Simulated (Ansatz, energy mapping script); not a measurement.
# Spin model of NiI2 from collinear orders, part 2 of 2

How strongly do the moments of NiI2 couple under LDA+U (6.6 eV)? The plan is to run several orders and fit a Heisenberg model.

LDA with U = 6.6 eV on Ni d, ortho-atomic projectors; plane waves, U on orthogonalised atomic orbitals unless named otherwise, collinear spin, no spin–orbit coupling.

So far. Step 4 (Compensated +− start in cell A (6 atoms)): The run ends antiferromagnetic, 5.71 meV a magnetic atom above the parallel order of its cell. Step 5 (Parallel start in cell B (9 atoms)): The run ends ferromagnetic. For each magnetic atom its energy differs from the parallel run of the first cell by -0.35 meV, an error that one common reference would have brought in.

The database entry behind the starting cell differs from later determinations by our own check (an axis about 0.9 % short against later determinations), so it need not match the best structure at ambient conditions.

## (6) Order 4: uncompensated ++−, cell B of 9 atoms

This order reverses 4 of the 6 neighbours at 3.89 Å, 0 of the 6 neighbours at 6.74 Å and 2.67 of the 6 neighbours at 6.92 Å, counted for an average magnetic atom.

input.yaml

```yaml
crystal:
  lattice:
    - [-5.838, -3.370570872, 0.0]
    - [-5.838, 3.370570872, 0.0]
    - [-1.946, -1.123523624, -6.544666667]
  atoms:
    - { symbol: Ni, position: [0.666666667, 0.666666667, 0.0], spin: 2.0 }
    - { symbol: Ni, position: [0.333333333, 0.333333333, 0.0], spin: 2.0 }
    - { symbol: Ni, position: [0.0, 0.0, 0.0], spin: -2.0 }
    - { symbol: I, position: [0.916666667, 0.666666667, 0.25] }
    - { symbol: I, position: [0.583333333, 0.333333333, 0.25] }
    - { symbol: I, position: [0.25, 0.0, 0.25] }
    - { symbol: I, position: [0.416666667, 0.666666667, 0.75] }
    - { symbol: I, position: [0.083333333, 0.333333333, 0.75] }
    - { symbol: I, position: [0.75, 0.0, 0.75] }
magnetization:
  spin_polarized: true
kpoints:
  mp_grid: { grid: [5, 5, 5] }
hamiltonian:
  xc: lda
  hubbard:
    sites:
      - { species: Ni, l: d, u_eff: 6.6 }
      - { site: 0, l: d, u_eff: 6.6, starting_ns: [{ spin: up, occupation_matrix: ni1_major }, { spin: down, occupation_matrix: ni1_minor }] }
      - { site: 1, l: d, u_eff: 6.6, starting_ns: [{ spin: up, occupation_matrix: ni1_major }, { spin: down, occupation_matrix: ni1_minor }] }
      - { site: 2, l: d, u_eff: 6.6, starting_ns: [{ spin: up, occupation_matrix: ni1_minor }, { spin: down, occupation_matrix: ni1_major }] }
    projectors: ortho-atomic
    occupation_matrices:
      ni1_major:
        matrix:
          - [0.997, 0.0, 0.0, 0.0, 0.0]
          - [0.0, 0.997, 0.0, 0.0, 0.0]
          - [0.0, 0.0, 0.997, 0.0, 0.0]
          - [0.0, 0.0, 0.0, 0.997, 0.0]
          - [0.0, 0.0, 0.0, 0.0, 0.997]
      ni1_minor:
        matrix:
          - [0.993, 0.0, 0.0, 0.0, 0.0]
          - [0.0, 0.516, 0.0, 0.0, 0.32]
          - [0.0, 0.0, 0.516, 0.32, 0.0]
          - [0.0, 0.0, 0.32, 0.779, 0.0]
          - [0.0, 0.32, 0.0, 0.0, 0.779]
scf:
  occupations: { method: fermi_dirac, width: 0.05 }
output:
  eigenvalues: true
```

On the command line:

```
> ansatz run input.yaml --threads 4 --pin off --max-ram 8192MiB --backend cpu --events-out ev --progress --plain --runs-dir out
```

Numbers of over 12 decimals in the logs are rounded to 6 here.

Log:

```text
[...]
Crystal: 9 atoms, lattice volume = 257.564 Å³
Basis set: ecut = 420 eV, 5041 PW (Γ)
Bands: 98, of which v1, the nominal top of the filled ones, is band 78 counted from 1 (77 counted from 0)
Symmetry: 4 space group operations
[...]
k-points: 39 of 125
[...]
Starting moments: Σ|m| = 6 μB on 3 of 9 sites
[...]
k-point 0 ↑: bands = [... 74 lower, 7.4024, 7.4878, 7.5378, 7.6599, 7.6607, 8.8694, 9.2419, 11.3908, ... 16 higher]
  k-point 1 ↑: bands = [... 74 lower, 6.8371, 7.4555, 7.4870, 7.6292, 7.6517, 8.9338, 9.2146, 11.5005, ... 16 higher]
  k-point 2 ↑: bands = [... 74 lower, 6.8248, 7.4575, 7.4595, 7.6086, 7.6221, 9.0134, 9.1998, 11.4735, ... 16 higher]
  k-point 38 ↓: bands = [... 74 lower, 6.6380, 7.0209, 7.3972, 8.9005, 8.9392, 9.0382, 9.1895, 11.0884, ... 16 higher]
Occupation matrices written to <dir>
[key lines of the parts left out:]
SCF converged after 25 iterations
Magnetization: 2.0000 μB (79.0000 up, 77.0000 down)
Free energy (F): -61449.738897 eV
Fermi energy:    8.232870 eV
```

It took 64 s on 4 threads of Arm Neoverse V1, shared host; peak memory 1.9 GiB; 4.2 min of CPU time.

The run ends ferrimagnetic, 11.03 meV a magnetic atom below the parallel order of its cell.

## (7) Run 5 (parallel; cell C, 6 atoms)

A new cell needs its own zero of energy.

input.yaml

```yaml
crystal:
  lattice:
    - [1.946, -3.370570872, 0.0]
    - [3.892, 0.0, 0.0]
    - [1.946, -1.123523624, 13.089333334]
  atoms:
    - { symbol: Ni, position: [0.0, 0.0, 0.0], spin: 2.0 }
    - { symbol: Ni, position: [0.5, 0.5, 0.5], spin: 2.0 }
    - { symbol: I, position: [0.875, 0.875, 0.375] }
    - { symbol: I, position: [0.375, 0.375, 0.875] }
    - { symbol: I, position: [0.625, 0.625, 0.125] }
    - { symbol: I, position: [0.125, 0.125, 0.625] }
magnetization:
  spin_polarized: true
kpoints:
  mp_grid: { grid: [8, 8, 8] }
hamiltonian:
  xc: lda
  hubbard:
    sites:
      - { species: Ni, l: d, u_eff: 6.6 }
      - { site: 0, l: d, u_eff: 6.6, starting_ns: [{ spin: up, occupation_matrix: ni1_major }, { spin: down, occupation_matrix: ni1_minor }] }
      - { site: 1, l: d, u_eff: 6.6, starting_ns: [{ spin: up, occupation_matrix: ni1_major }, { spin: down, occupation_matrix: ni1_minor }] }
    projectors: ortho-atomic
    occupation_matrices:
      ni1_major:
        matrix:
          - [0.997, 0.0, 0.0, 0.0, 0.0]
          - [0.0, 0.997, 0.0, 0.0, 0.0]
          - [0.0, 0.0, 0.997, 0.0, 0.0]
          - [0.0, 0.0, 0.0, 0.997, 0.0]
          - [0.0, 0.0, 0.0, 0.0, 0.997]
      ni1_minor:
        matrix:
          - [0.993, 0.0, 0.0, 0.0, 0.0]
          - [0.0, 0.516, 0.0, 0.0, 0.32]
          - [0.0, 0.0, 0.516, 0.32, 0.0]
          - [0.0, 0.0, 0.32, 0.779, 0.0]
          - [0.0, 0.32, 0.0, 0.0, 0.779]
scf:
  occupations: { method: fermi_dirac, width: 0.05 }
output:
  eigenvalues: true
```

Log:

```text
[...]
Crystal: 6 atoms, lattice volume = 171.709 Å³
Basis set: ecut = 420 eV, 3385 PW (Γ)
Bands: 65, of which v1, the nominal top of the filled ones, is band 52 counted from 1 (51 counted from 0)
Symmetry: 24 space group operations
[...]
k-points: 65 of 512
[...]
Starting moments: Σ|m| = 4 μB on 2 of 6 sites
[...]
k-point 0 ↑: bands = [... 48 lower, 7.6135, 7.6135, 7.7477, 7.7477, 7.9438, 7.9438, 11.3472, 12.5297, ... 9 higher]
  k-point 1 ↑: bands = [... 48 lower, 7.5964, 7.5964, 7.7645, 7.7645, 7.9392, 7.9392, 11.4168, 12.5383, ... 9 higher]
  k-point 2 ↑: bands = [... 48 lower, 7.5601, 7.5601, 7.7999, 7.7999, 7.9255, 7.9255, 11.6060, 12.5636, ... 9 higher]
  k-point 64 ↓: bands = [... 48 lower, 6.0331, 6.1592, 8.7551, 8.9075, 8.9846, 9.0176, 11.3268, 12.0486, ... 9 higher]
Occupation matrices written to <dir>
[key lines of the parts left out:]
SCF converged after 15 iterations
Magnetization: 3.9998 μB (53.9999 up, 50.0001 down)
Free energy (F): -40966.469910 eV
Fermi energy:    8.266775 eV
```

Run time: 31 s. Hardware: 4 threads; peak memory 1.4 GiB.

The run ends ferromagnetic. For each magnetic atom its energy differs from the parallel run of the first cell by -0.01 meV, an error that one common reference would have brought in.

## (8) Run 6 (compensated +−; cell C, 6 atoms)

This order reverses 0 of the 6 neighbours at 3.89 Å, 0 of the 6 neighbours at 6.74 Å and 6 of the 6 neighbours at 6.92 Å, counted for an average magnetic atom.

Edit input.yaml of step 7 so:

```diff
@@ -7,3 +7,3 @@
     - { symbol: Ni, position: [0.0, 0.0, 0.0], spin: 2.0 }
-    - { symbol: Ni, position: [0.5, 0.5, 0.5], spin: 2.0 }
+    - { symbol: Ni, position: [0.5, 0.5, 0.5], spin: -2.0 }
     - { symbol: I, position: [0.875, 0.875, 0.375] }
@@ -22,3 +22,3 @@
       - { site: 0, l: d, u_eff: 6.6, starting_ns: [{ spin: up, occupation_matrix: ni1_major }, { spin: down, occupation_matrix: ni1_minor }] }
-      - { site: 1, l: d, u_eff: 6.6, starting_ns: [{ spin: up, occupation_matrix: ni1_major }, { spin: down, occupation_matrix: ni1_minor }] }
+      - { site: 1, l: d, u_eff: 6.6, starting_ns: [{ spin: up, occupation_matrix: ni1_minor }, { spin: down, occupation_matrix: ni1_major }] }
     projectors: ortho-atomic
```

Log:

```text
[...]
Crystal: 6 atoms, lattice volume = 171.709 Å³
Basis set: ecut = 420 eV, 3385 PW (Γ)
Bands: 65, of which v1, the nominal top of the filled ones, is band 52 counted from 1 (51 counted from 0)
Symmetry: 12 space group operations
[...]
k-points: 65 of 512
[...]
Starting moments: Σ|m| = 4 μB on 2 of 6 sites
[...]
k-point 0 ↑: bands = [... 48 lower, 7.7172, 7.7172, 7.8501, 7.8501, 9.3463, 9.3463, 11.4450, 12.5787, ... 9 higher]
  k-point 1 ↑: bands = [... 48 lower, 7.7029, 7.7029, 7.8591, 7.8591, 9.3463, 9.3463, 11.5144, 12.5867, ... 9 higher]
  k-point 2 ↑: bands = [... 48 lower, 7.6709, 7.6709, 7.8763, 7.8763, 9.3462, 9.3462, 11.7027, 12.6076, ... 9 higher]
  k-point 64 ↓: bands = [... 48 lower, 5.9688, 5.9720, 6.6158, 6.8536, 8.8332, 9.0003, 11.1978, 11.9353, ... 9 higher]
Occupation matrices written to <dir>
[key lines of the parts left out:]
SCF converged after 21 iterations
Magnetization: 0.0000 μB (52.0000 up, 52.0000 down)
Free energy (F): -40966.505312 eV
Fermi energy:    8.296189 eV
```

Run time: 43 s. Hardware: 4 threads; peak memory 1.4 GiB.

The run ends antiferromagnetic, 17.72 meV a magnetic atom below the parallel order of its cell.

## (9) Parallel start in cell D (6 atoms)

The parallel order again, as the reference for this cell.

This run holds the same structure in another cell (b 3.892 → 6.741 Å, c 13.281 → 6.920 Å, α 81.6 → 99.3°, β 81.6 → 106.3°, γ 60.0 → 90.0°).

input.yaml

```yaml
crystal:
  lattice:
    - [-3.892, 0.0, 0.0]
    - [0.0, 6.741141744, 0.0]
    - [1.946, -1.123523624, -6.544666667]
  atoms:
    - { symbol: Ni, position: [0.0, 0.0, 0.0], spin: 2.0 }
    - { symbol: Ni, position: [0.5, 0.5, 0.0], spin: 2.0 }
    - { symbol: I, position: [0.625, 0.875, 0.25] }
    - { symbol: I, position: [0.125, 0.375, 0.25] }
    - { symbol: I, position: [0.875, 0.625, 0.75] }
    - { symbol: I, position: [0.375, 0.125, 0.75] }
magnetization:
  spin_polarized: true
kpoints:
  mp_grid: { grid: [8, 4, 8] }
hamiltonian:
  xc: lda
  hubbard:
    sites:
      - { species: Ni, l: d, u_eff: 6.6 }
      - { site: 0, l: d, u_eff: 6.6, starting_ns: [{ spin: up, occupation_matrix: ni1_major }, { spin: down, occupation_matrix: ni1_minor }] }
      - { site: 1, l: d, u_eff: 6.6, starting_ns: [{ spin: up, occupation_matrix: ni1_major }, { spin: down, occupation_matrix: ni1_minor }] }
    projectors: ortho-atomic
    occupation_matrices:
      ni1_major:
        matrix:
          - [0.997, 0.0, 0.0, 0.0, 0.0]
          - [0.0, 0.997, 0.0, 0.0, 0.0]
          - [0.0, 0.0, 0.997, 0.0, 0.0]
          - [0.0, 0.0, 0.0, 0.997, 0.0]
          - [0.0, 0.0, 0.0, 0.0, 0.997]
      ni1_minor:
        matrix:
          - [0.993, 0.0, 0.0, 0.0, 0.0]
          - [0.0, 0.516, 0.0, 0.0, 0.32]
          - [0.0, 0.0, 0.516, 0.32, 0.0]
          - [0.0, 0.0, 0.32, 0.779, 0.0]
          - [0.0, 0.32, 0.0, 0.0, 0.779]
scf:
  occupations: { method: fermi_dirac, width: 0.05 }
output:
  eigenvalues: true
```

Log:

```text
[...]
Crystal: 6 atoms, lattice volume = 171.709 Å³
Basis set: ecut = 420 eV, 3379 PW (Γ)
Bands: 65, of which v1, the nominal top of the filled ones, is band 52 counted from 1 (51 counted from 0)
Symmetry: 8 space group operations
[...]
k-points: 78 of 256
[...]
Starting moments: Σ|m| = 4 μB on 2 of 6 sites
[...]
k-point 0 ↑: bands = [... 48 lower, 7.1661, 7.4417, 7.6133, 7.6133, 7.7475, 7.7476, 11.1755, 11.3472, ... 9 higher]
  k-point 1 ↑: bands = [... 48 lower, 7.1581, 7.2471, 7.5598, 7.5599, 7.7997, 7.7998, 10.9734, 11.6060, ... 9 higher]
  k-point 2 ↑: bands = [... 48 lower, 6.9782, 7.4182, 7.4829, 7.4829, 7.8735, 7.8736, 10.5600, 12.1572, ... 9 higher]
  k-point 77 ↓: bands = [... 48 lower, 6.3845, 6.3845, 9.1234, 9.1234, 9.1656, 9.1656, 10.8218, 10.8218, ... 9 higher]
Occupation matrices written to <dir>
[key lines of the parts left out:]
SCF converged after 14 iterations
Magnetization: 3.9998 μB (53.9999 up, 50.0001 down)
Free energy (F): -40966.470386 eV
Fermi energy:    8.255938 eV
```

The job ended after 46 s (4 threads; peak memory 1.5 GiB).

The run ends ferromagnetic. For each magnetic atom its energy differs from the parallel run of the first cell by -0.25 meV, an error that one common reference would have brought in.

## (10) Run 8 (compensated +−; cell D, 6 atoms)

This order reverses 4 of the 6 neighbours at 3.89 Å, 4 of the 6 neighbours at 6.74 Å and 2 of the 6 neighbours at 6.92 Å, counted for an average magnetic atom.

Edit input.yaml of step 9 so:

```diff
@@ -7,3 +7,3 @@
     - { symbol: Ni, position: [0.0, 0.0, 0.0], spin: 2.0 }
-    - { symbol: Ni, position: [0.5, 0.5, 0.0], spin: 2.0 }
+    - { symbol: Ni, position: [0.5, 0.5, 0.0], spin: -2.0 }
     - { symbol: I, position: [0.625, 0.875, 0.25] }
@@ -22,3 +22,3 @@
       - { site: 0, l: d, u_eff: 6.6, starting_ns: [{ spin: up, occupation_matrix: ni1_major }, { spin: down, occupation_matrix: ni1_minor }] }
-      - { site: 1, l: d, u_eff: 6.6, starting_ns: [{ spin: up, occupation_matrix: ni1_major }, { spin: down, occupation_matrix: ni1_minor }] }
+      - { site: 1, l: d, u_eff: 6.6, starting_ns: [{ spin: up, occupation_matrix: ni1_minor }, { spin: down, occupation_matrix: ni1_major }] }
     projectors: ortho-atomic
```

Log:

```text
[...]
Crystal: 6 atoms, lattice volume = 171.709 Å³
Basis set: ecut = 420 eV, 3379 PW (Γ)
Bands: 65, of which v1, the nominal top of the filled ones, is band 52 counted from 1 (51 counted from 0)
Symmetry: 4 space group operations
[...]
k-points: 78 of 256
[...]
Starting moments: Σ|m| = 4 μB on 2 of 6 sites
[...]
k-point 0 ↑: bands = [... 48 lower, 7.5143, 7.5158, 7.6901, 7.6930, 9.0766, 9.2138, 11.2856, 11.4828, ... 9 higher]
  k-point 1 ↑: bands = [... 48 lower, 7.3542, 7.5482, 7.6686, 7.6814, 9.1032, 9.2403, 11.1054, 11.7158, ... 9 higher]
  k-point 2 ↑: bands = [... 48 lower, 7.4837, 7.5559, 7.6391, 7.7186, 9.1668, 9.3123, 10.6937, 12.2643, ... 9 higher]
  k-point 77 ↓: bands = [... 48 lower, 6.1515, 6.2800, 7.1700, 7.3820, 9.0207, 9.2287, 10.6226, 10.7683, ... 9 higher]
Occupation matrices written to <dir>
[key lines of the parts left out:]
SCF converged after 27 iterations
Magnetization: -0.0000 μB (52.0000 up, 52.0000 down)
Free energy (F): -40966.481748 eV
Fermi energy:    8.265581 eV
```

Wall time 79 s (4 threads); peak memory 1.6 GiB; 5.2 min of CPU time.

The run ends antiferromagnetic, 5.70 meV a magnetic atom below the parallel order of its cell.

## (11) From energies to couplings

Each energy difference is a sum of couplings weighted by the pairs that the order reverses. A few near shells are fitted to the differences by least squares. Energies are those extrapolated to zero occupation width, not the free energies F.

Energies from the parallel order of the same cell:

```
                      order  atoms  energy (meV a magnetic atom)  moments (μB)  moments kept as typed  opposed neighbours at 3.89, 6.74, 6.92 Å
         parallel in cell A      6                          0.00          1.46                    yes                                   0, 0, 0
   compensated +− in cell A      6                          5.71          1.46                    yes                                   4, 4, 4
         parallel in cell B      9                          0.00          1.46                    yes                                   0, 0, 0
uncompensated ++− in cell B      9                        -11.03  1.43 to 1.44                    yes                                4, 0, 2.67
         parallel in cell C      6                          0.00          1.46                    yes                                   0, 0, 0
   compensated +− in cell C      6                        -17.72          1.44                    yes                                   0, 0, 6
         parallel in cell D      6                          0.00          1.46                    yes                                   0, 0, 0
   compensated +− in cell D      6                         -5.70          1.44                    yes                                   4, 4, 2
```

Couplings from the energies, with E = −Σ J e·e over ordered pairs:

```
 pair  distance (Å)  neighbours  J (meV)
Ni–Ni          3.89           6   -0.546
Ni–Ni          6.74           6     1.48
Ni–Ni          6.92           6    -1.25
```

These orders cannot tell some unfitted shells from fitted ones: the value at 3.89 Å holds J(3.89) + J(7.78), the value at 6.74 Å holds J(6.74) − J(7.78) and the value at 6.92 Å holds J(6.92) + 2 J(8.84); other unfitted shells add to the values wholly or in part. No temperature is drawn.

Adding the shell at 7.94 Å gives -0.39, 1.5, -0.39 and -1.1 meV, an exact solve that tests nothing.

Limits of this fit: it misses the energies by up to 8.2 meV, so no temperature is drawn.

## (12) Beside the first set of runs

The first set of orders, under LDA+U (1.98 eV), took 28 min of CPU time summed over its finished orders (seed run apart), these 24 min.

```csv
quantity,this set,first set
"J at 3.89 Å, meV",-0.546,-1.81
"J at 6.74 Å, meV",1.48,3.11
"J at 6.92 Å, meV",-1.25,-2.67
```

The coupling that led in the first set goes from 3.11 to 1.48 meV.

## (13) Outcome

| Item | Value |
| --- | --- |
| lowest order tried | compensated +− in cell C |
| largest fitted value (a combination of shells), Ni–Ni at 6.74 Å | 1.48 meV |

Of the orders tried, NiI2 prefers the order “compensated +− in cell C” under LDA+U (6.6 eV), with 0 of 6 neighbours at 3.89 Å, 0 of 6 neighbours at 6.74 Å and 6 of 6 neighbours at 6.92 Å opposed. The coupling at 6.74 Å is 0.48 times that of the first set, at 0.85 times the CPU time. The largest fitted value is 1.5 meV, at 6.74 Å. It is a combination of shells that these orders cannot split, so neither its size nor its sign can be laid on that pair alone. The orders also reverse pairs at 7.78 and 7.94 Å, which are not fitted, so the fitted values hold their part too. With 4 differences for 3 couplings the fit misses by 8.2 meV at most, which is not small: farther shells, terms beyond the Heisenberg form or the mesh can cause that. In the fitted orders moments change by up to 1.8 % against the parallel run of the same cell, so their size stays put. With a near shell that the orders cannot separate, no temperature is given.

[Logs and program files are shortened in this print: banners, set-up blocks, solver, clock and traceback lines can be left out without a mark of their own.]

[Logs are printed without paths, hosts, clocks, repeated set-up lines and the standing remarks that a program may print on its own settings, such as how far it seeks lower states.]

[Hosts, paths, dates, database ids (printed as entryN), source tags and the programs' standing remarks are cut or masked in the printed files.]

[Where a cell is said to come from a database of computed structures, the database is the Materials Project.]
